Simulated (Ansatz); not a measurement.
# MgHF (built on the sites of a database entry of BaHI): from the cell to its phonons, part 2 of 3

How does MgHF (built on the sites of a database entry of BaHI) vibrate, and is this structure a minimum?

Ansatz 0.2.0; DFT PBEsol, scalar-relativistic, plane waves, PAW.

So far. Step 4 (Relaxing to small forces for the phonons): The largest force component left is 0.42 meV/Å and the pressure is 0.001 GPa, within the tolerances set. The cell now holds 8.85 Å³/atom. The relaxed cell has a = 3.247, c = 5.038 Å (conventional setting).

The structure was built from a prototype and need not be the compound's stable phase.

## 5. Modes at Γ

The zone centre comes first: it holds the modes that light can see, as far as symmetry allows. The response to a homogeneous field gives the Born charges and the dielectric tensor, and its change with displacement the Raman tensors.

input.yaml

```yaml
crystal:
  lattice:
    - [3.2471482844, 0.0, 0.0]
    - [0.0, 3.2471482844, 0.0]
    - [0.0, 0.0, 5.0382183931]
  atoms:
    - { symbol: Mg, position: [0.0, 0.5, 0.2243332709] }
    - { symbol: Mg, position: [0.5, 0.0, 0.7756667291] }
    - { symbol: H, position: [0.0, 0.0, 0.0] }
    - { symbol: H, position: [0.5, 0.5, 0.0] }
    - { symbol: F, position: [0.0, 0.5, 0.6168861077] }
    - { symbol: F, position: [0.5, 0.0, 0.3831138923] }
kpoints:
  mp_grid: { grid: [8, 8, 6] }
hamiltonian:
  xc: pbesol
scf:
  occupations: { method: fixed }
output:
  eigenvalues: true
phonons:
  method: dfpt
  dielectric: true
  rigid_motions: translations
  raman: true
```

Started as:

```
$ ansatz run input.yaml --threads 8 --pin off --max-ram 14336MiB --backend cpu --events-out ev --progress --plain --runs-dir out
```

Numbers of over 12 decimals in the logs are rounded to 6 here.

The program printed:

```text
[...]
Crystal: 6 atoms, lattice volume = 53.123 Å³
Basis set: ecut = 420 eV, 1057 PW (Γ), exchange–correlation on 48×48×72 points (8 copies of the dense FFT grid, shifted against one another)
Bands: 24, of which v1, the nominal top of the filled ones, is band 18 counted from 1 (17 counted from 0)
Symmetry: 16 space group operations
k-points: 130 of 384 (irreducible under 2 space group operations, time reversal used)
[...]
SCF iter   1: F=—  HF=-5460.705055 eV  |F-HF|=—  |Δ(HF+E_count)|=         —  Δρ=1.26e-2  dr2=4.56e-2  ethr=1.77e-3  ⟨swp⟩=4.9  Hψ=12475  notcnv=0  defer=509
[...]
SCF iter   8: F=-5460.690509 eV  HF=-5460.690509 eV  |F-HF|=3.64e-12  |Δ(HF+E_count)|=  1.01e-10  Δρ=1.00e-7  dr2=2.48e-12  ethr=1.00e-12  ⟨swp⟩=11.3  Hψ=18813  notcnv=0
SCF 1 converged in 8 iterations: F = -5460.690509 eV  dr2 = 2.48e-12
[...]
DFPT response loops at Γ: preconditioner auto → Resta (q_TF=auto, 2.557 Å⁻¹)  ε∞=7.7 (no band partly filled); β = 1.00, the filter's whole step (`scf.mixing.beta` (0.50) is not read by the response loops at its default; to damp them type it under 1.00, their step now; it binds the ground state too); Broyden in place of MSR1
── the response to a field inside a basis, on 12×12×8 k-points: an SCF that follows is theirs, and a resumed run solves both again ──
Bands: 19, of which v1, the nominal top of the filled ones, is band 18 counted from 1 (17 counted from 0)
k-points: 84 of 1152
[...]
Eigensolver: Dense (84 Hₖ)
SCF iter   1: F=—  HF=-5460.688449 eV  |F-HF|=—  |Δ(HF+E_count)|=         —  Δρ=6.44e-4  dr2=3.89e-5  ethr=1.00e-1
[...]
SCF iter   6: F=-5460.688447 eV  HF=-5460.688447 eV  |F-HF|=2.73e-12  |Δ(HF+E_count)|=  4.92e-10  Δρ=1.26e-7  dr2=4.55e-12  ethr=1.88e-12
SCF 1 converged in 6 iterations: F = -5460.688447 eV  dr2 = 4.55e-12
[...]
SCF converged after 8 iterations
Free energy (F): -5460.690509 eV
[...]
Internal energy: -5460.690509 eV  (E = F + TS)
E sigma→0 (E₀):  -5460.690509 eV
Fermi energy:    7.287067 eV
[...]
--- Band table (eV; the first three rows and the last of 130) ---
  k-point 0: bands = [... 14 lower, 1.8331, 2.5411, 2.5411, 7.1969, 11.0421, 11.6901, 15.0137, 15.0137, ... 2 higher]
  k-point 1: bands = [... 14 lower, 2.0443, 2.5348, 2.5348, 7.2189, 9.8814, 12.9569, 14.9703, 14.9703, ... 2 higher]
  k-point 2: bands = [... 14 lower, 2.5201, 2.5219, 2.5219, 7.2640, 8.7603, 14.4323, 14.8880, 14.8880, ... 2 higher]
  k-point 129: bands = [... 14 lower, 1.6439, 1.6439, 4.5439, 4.5439, 10.6511, 10.6511, 14.7646, 14.7646, ... 2 higher]
--- Phonons (Γ-DFPT): 6 representative perturbations + reference, on 130 of 384 k-points (Σ response iterations 22) ---
  k mesh reduced under 2 symmetry operations, with k and −k counted as one. Each operation leaves every solved perturbation unchanged. A smaller set is not considered because the run solves the response to a homogeneous field
  ASR residual: 2.147e-4 → 0.000e0 eV/Å²; symmetrization residual: 1.599e-6 eV/Å²
  ASR residual per site (eV/Å²): 5.46e-5 5.46e-5 1.56e-5 1.56e-5 2.15e-4 2.15e-4
  Γ frequencies (cm⁻¹): -136.22 -136.22 0.00 0.00 0.00 109.40 109.40 290.56 290.56 382.36 396.39 432.35 865.30 913.07 913.07 1225.16 1348.00 1348.00
  ε∞ (high-frequency dielectric tensor):
        3.252389     0.000000     0.000000
        0.000000     3.252389     0.000000
        0.000000     0.000000     2.869794
  softest optical mode at Γ: -136.22 cm⁻¹; the repairs (sum rule, projections) moved no ω² at Γ by more than (3.46 cm⁻¹)²
  Born effective charges Z* (e; rows j = field, columns β = displacement):
    site 0:
         2.08259    0.00000    0.00000
         0.00000    2.08259   -0.00000
        -0.00000    0.00000    2.05988
    site 1:
         2.08259    0.00000   -0.00000
         0.00000    2.08259    0.00000
        -0.00000   -0.00000    2.05988
    site 2:
        -0.88629   -0.00000   -0.00000
        -0.00000   -0.88629    0.00000
        -0.00000   -0.00000   -0.60635
    site 3:
        -0.88629   -0.00000    0.00000
        -0.00000   -0.88629   -0.00000
        -0.00000    0.00000   -0.60635
    site 4:
        -1.19630   -0.00000   -0.00000
        -0.00000   -1.19630    0.00000
         0.00000    0.00000   -1.45353
    site 5:
        -1.19630   -0.00000    0.00000
        -0.00000   -1.19630   -0.00000
         0.00000   -0.00000   -1.45353
  Z* charge neutrality: 2.022e-3 e pre-enforcement
  solved inside a basis spanned on kpoints, on 12×12×8 k-points: ε∞ is read to err by 7.2e-3, Z* by 1.1e-2 e (field_mesh: kpoints solves on kpoints); Z* is corrected for what the basis lacks
  Raman tensors (in the event stream and the table raman_tensors.tsv): an entry may err by 2.3e-1 Å², one of the second-order susceptibility by 1.6e-19 pm/V (basis, points and sum rule); their sum over the sites missed zero by 2.359e-16 Å² ahead of its enforcement
  optical modes at Γ without the LO–TO term, one row a degenerate level:
      ω (cm⁻¹)  modes    IR ((D/Å)²/amu)  static Raman (Å⁴/amu)  depolarisation
       -136.22      2            16.3588                 0.0000               —
        109.40      2             0.0000                 1.4356           0.750
        290.56      2             0.0000                 0.0076           0.750
        382.36      1            14.0683                 0.0000               —
        396.39      1             0.0000                 1.2522           0.005
        432.35      1             0.0000                 3.9960           0.096
        865.30      1             0.0000                39.6266           0.750
        913.07      2            78.9753                 0.0000               —
       1225.16      1            15.9480                 0.0000               —
       1348.00      2             0.0000                 0.6725           0.750
  optical modes at Γ + LO–TO along q̂ = [1.0000, 0.0000, 0.0000]:
      ω (cm⁻¹)  modes    IR ((D/Å)²/amu)  static Raman (Å⁴/amu)  depolarisation
       -136.22      1             8.1794                 0.0000               —
        109.40      2             0.0000                 1.4356           0.750
        209.48      1             3.0359                 0.0000               —
        290.56      2             0.0000                 0.0076           0.750
        382.36      1            14.0683                 0.0000               —
        396.39      1             0.0000                 1.2522           0.005
        432.35      1             0.0000                 3.9960           0.096
        865.30      1             0.0000                39.6266           0.750
        913.07      1            39.4876                 0.0000               —
       1166.06      1            44.6311                 0.0000               —
       1225.16      1            15.9480                 0.0000               —
       1348.00      2             0.0000                 0.6725           0.750
  optical modes at Γ + LO–TO along q̂ = [0.0000, 1.0000, 0.0000]:
      ω (cm⁻¹)  modes    IR ((D/Å)²/amu)  static Raman (Å⁴/amu)  depolarisation
       -136.22      1             8.1794                 0.0000               —
        109.40      2             0.0000                 1.4356           0.750
        209.48      1             3.0359                 0.0000               —
        290.56      2             0.0000                 0.0076           0.750
        382.36      1            14.0683                 0.0000               —
        396.39      1             0.0000                 1.2522           0.005
        432.35      1             0.0000                 3.9960           0.096
        865.30      1             0.0000                39.6266           0.750
        913.07      1            39.4876                 0.0000               —
       1166.06      1            44.6311                 0.0000               —
       1225.16      1            15.9480                 0.0000               —
       1348.00      2             0.0000                 0.6725           0.750
  optical modes at Γ + LO–TO along q̂ = [0.0000, 0.0000, 1.0000]:
      ω (cm⁻¹)  modes    IR ((D/Å)²/amu)  static Raman (Å⁴/amu)  depolarisation
       -136.22      2            16.3588                 0.0000               —
        109.40      2             0.0000                 1.4356           0.750
        290.56      2             0.0000                 0.0076           0.750
        396.39      1             0.0000                 1.2522           0.005
        432.35      1             0.0000                 3.9960           0.096
        558.50      1             9.7592                 0.0000               —
        865.30      1             0.0000                39.6266           0.750
        913.07      2            78.9753                 0.0000               —
       1324.85      1            20.2571                 0.0000               —
       1348.00      2             0.0000                 0.6725           0.750
```

It took 33 s on 8 threads of AMD EPYC 9R45, shared host; peak memory 1.7 GiB.

This step gave:

- sum-rule residual before enforcement: 2.15e-4 eV/Å²
- miss of the charge sum rule: 0.002022 e
- estimated error of the dielectric tensor: 0.007232
- estimated error of the Born charges: 0.01108 e
- point group: 4/mmm
- highest optical mode at the zone centre (no LO-TO term): 1348 cm⁻¹
- lowest optical zone-centre mode: -136.2 cm⁻¹
- mean high-frequency dielectric constant: 3.125
- largest Born charge (third of the trace): 2.075 e
- top of the zone-centre spectrum with the field: 1348 cm⁻¹

Without the LO-TO term. Patterns of degenerate modes are one choice out of their space. The modes at Γ (shares of kinetic energy by element, %) (negative means imaginary):

```csv
mode,frequency (cm⁻¹),symmetry,Mg %,H %,F %
1,-136.2,Eu,43,0,57
2,-136.2,Eu,43,0,57
3,0.0,acoustic,55,2,43
4,0.0,acoustic,55,2,43
5,0.0,acoustic,55,2,43
6,109.4,Eg,93,0,6
7,109.4,Eg,93,0,6
8,290.6,Eg,7,0,93
9,290.6,Eg,7,0,93
10,382.4,A2u,44,0,55
11,396.4,A1g,12,0,88
12,432.4,A1g,88,0,12
13,865.3,B1g,0,100,0
14,913.1,Eu,3,97,0
15,913.1,Eu,3,97,0
16,1225.2,A2u,1,98,2
17,1348.0,Eg,0,100,0
18,1348.0,Eg,0,100,0
```

Displacements in mode 2 (-136.2 cm⁻¹), the largest set to 1:
```
Mg1 -0.76 -0.14  0.00
Mg2 -0.76 -0.14  0.00
H3  -0.40 -0.07  0.00
H4  -0.40 -0.07  0.00
F5   1.00  0.18  0.00
F6   1.00  0.18  0.00
```

Displacements in mode 7 (109.4 cm⁻¹), the largest set to 1:
```
Mg1 -1.00  0.02  0.00
Mg2  1.00 -0.02  0.00
H3   0.33  0.01  0.00
H4  -0.33 -0.01  0.00
F5  -0.30  0.01  0.00
F6   0.30 -0.01  0.00
```

Optical modes at the zone centre, without and with the macroscopic field of the longitudinal modes; each column is sorted by frequency, so a row need not hold one and the same mode. Modes with and without the field, by row:

```csv
rank among optical modes,no field (cm⁻¹),"q along (1, 0, 0) (cm⁻¹)","q along (0, 0, 1) (cm⁻¹)"
1,-136.2,-136.2,-136.2
2,-136.2,109.4,-136.2
3,109.4,109.4,109.4
4,109.4,209.5,109.4
5,290.6,290.6,290.6
6,290.6,290.6,290.6
7,382.4,382.4,396.4
8,396.4,396.4,432.4
9,432.4,432.4,558.5
10,865.3,865.3,865.3
11,913.1,913.1,913.1
12,913.1,1166,913.1
13,1225,1225,1325
14,1348,1348,1348
15,1348,1348,1348
```

Born charge (rows field, columns displacement) (e), principal values of the symmetric part by kind of site:

```
atom  atoms with these values    low  middle   high   mean
 Mg1                        2   2.06    2.08   2.08   2.08
  H3                        2  -0.89   -0.89  -0.61  -0.79
  F5                        2  -1.45   -1.20  -1.20  -1.28
```

In full for Mg1:

```
2.08 0.00 0.00
0.00 2.08 0.00
0.00 0.00 2.06
```

High-frequency dielectric tensor:

```
3.25 0.00 0.00
0.00 3.25 0.00
0.00 0.00 2.87
```

Transverse modes; imaginary modes are left out. Lines of the infrared spectrum (strongest = 100):

| position (cm⁻¹) | label | relative intensity |
| --- | --- | --- |
| 109 | Eg | 0.0 |
| 291 | Eg | 0.0 |
| 382 | A2u | 18 |
| 396 | A1g | 0.0 |
| 432 | A1g | 0.0 |
| 865 | B1g | 0.0 |
| 913 | Eu | 100 |
| 1225 | A2u | 20 |
| 1348 | Eg | 0.0 |

Activity x (w_L - w)^4 (n + 1)/w, 532 nm, 300 K; imaginary modes are left out; the tensors are static ones, while 532 nm light lies above the computed direct gap, where resonance would change the heights; modes without the macroscopic field alone. Raman lines, with heights relative to the strongest:

```
position (cm⁻¹)  label  relative intensity
            109     Eg                  81
            291     Eg                 0.1
            382    A2u                 0.0
            396    A1g                 8.8
            432    A1g                  25
            865    B1g                 100
            913     Eu                 0.0
           1225    A2u                 0.0
           1348     Eg                 1.0
```

Before it was imposed, the acoustic sum rule was missed by 2.1e-4 eV/Å² and the charge sum rule by 0.0020 e. Small misses are needed for a sound result but don't prove that mesh and cutoff are converged. The lowest optical mode is imaginary, 136.2i cm⁻¹, so the energy falls along it.

(Continued in part 3 of 3.)

[Logs are printed without paths, hosts, clocks, repeated set-up lines and the standing remarks that a program may print on its own settings, such as how far it seeks lower states.]

[Hosts, paths, dates, database ids (printed as entryN), source tags and the programs' standing remarks are cut or masked in the printed files.]
